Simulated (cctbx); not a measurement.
## What resolution and counting buy: Y4Cd7Ge6

Space group C2/m (no. 12), a = 16.7010 Å, b = 4.4010 Å, c = 12.5380 Å, α = 90.00°, β = 121.38°, γ = 90.00°.

```
atom  mult.       x    y       z  Ueq (Å²)
 Cd1      2       0  1/2     1/2    0.0066
 Cd2      4  0.6884    0  0.1530    0.0059
 Cd3      4  0.0610    0  0.3973    0.0080
 Cd4      4  0.0443    0  0.1442    0.0051
  Y1      4  0.8710  1/2  0.1583    0.0079
  Y2      4  0.7690  1/2  0.3925    0.0062
 Ge1      4  0.1104  1/2  0.3126    0.0092
 Ge2      4  0.6468  1/2  0.0239    0.0076
 Ge3      4  0.1201    0  0.6544    0.0080
```

This is a model crystal, built by substitution and not relaxed, with assumed displacement parameters.

Five simulated data sets (cctbx; Ag Kα, λ = 0.56087 Å; 3 % proportional error) differ in resolution or exposure (noise floor 15 counts in the first three, 8 in the last two). Each is refined with the right model, isotropic at 1.1 Å and anisotropic otherwise. How do the figures of merit and the uncertainties move?

| d min (Å) | top counts | ⟨I/σ⟩ (unmerged, absences included) | unique | param. (scale apart) | Rint | R1 | GooF | largest s.u. xyz (fractional) | s.u. U of Ge1 (Å²) | largest error (Å) |
| --- | --- | --- | --- | --- | --- | --- | --- | --- | --- | --- |
| 1.1 | 70000 | 11.3 | 317 | 25 | 0.022 | 0.0118 | 1.03 | 0.00009 | 0.0003 | 0.0016 |
| 0.84 | 70000 | 8.8 | 707 | 52 | 0.025 | 0.0145 | 0.95 | 0.00006 | 0.0004 | 0.0018 |
| 0.6 | 70000 | 8.7 | 1896 | 52 | 0.024 | 0.0151 | 0.95 | 0.00003 | 0.0001 | 0.0006 |
| 0.75 | 300 | 0.6 | 983 | 52 | 0.326 | 0.1285 | 0.99 | 0.00115 | 0.0054 | 0.0150 |
| 0.75 | 3000 | 3.1 | 983 | 52 | 0.063 | 0.0421 | 0.99 | 0.00019 | 0.0009 | 0.0026 |

The number of reflections grows roughly as 1/d³: 317, 707 and 1896 here. R1 follows the noise rather than the truth: at 300 counts it is 0.1285, at 3000 counts 0.0421, while GooF is 0.99 and 0.99: the weights 1/σ² carry the noise. The s.u. of U (U11 where anisotropic) for Ge1 goes 0.0003, 0.0004, 0.0001 Å² with resolution and 0.0054, 0.0009 Å² with exposure.

Hardware for the 0.6 Å refinement: 0.61 s on 1 thread of Arm Neoverse N1, with other jobs on the host, peak memory 0.09 GiB.

[Logs are printed without paths, hosts, clocks, repeated set-up lines and the standing remarks that a program may print on its own settings, such as how far it seeks lower states.]
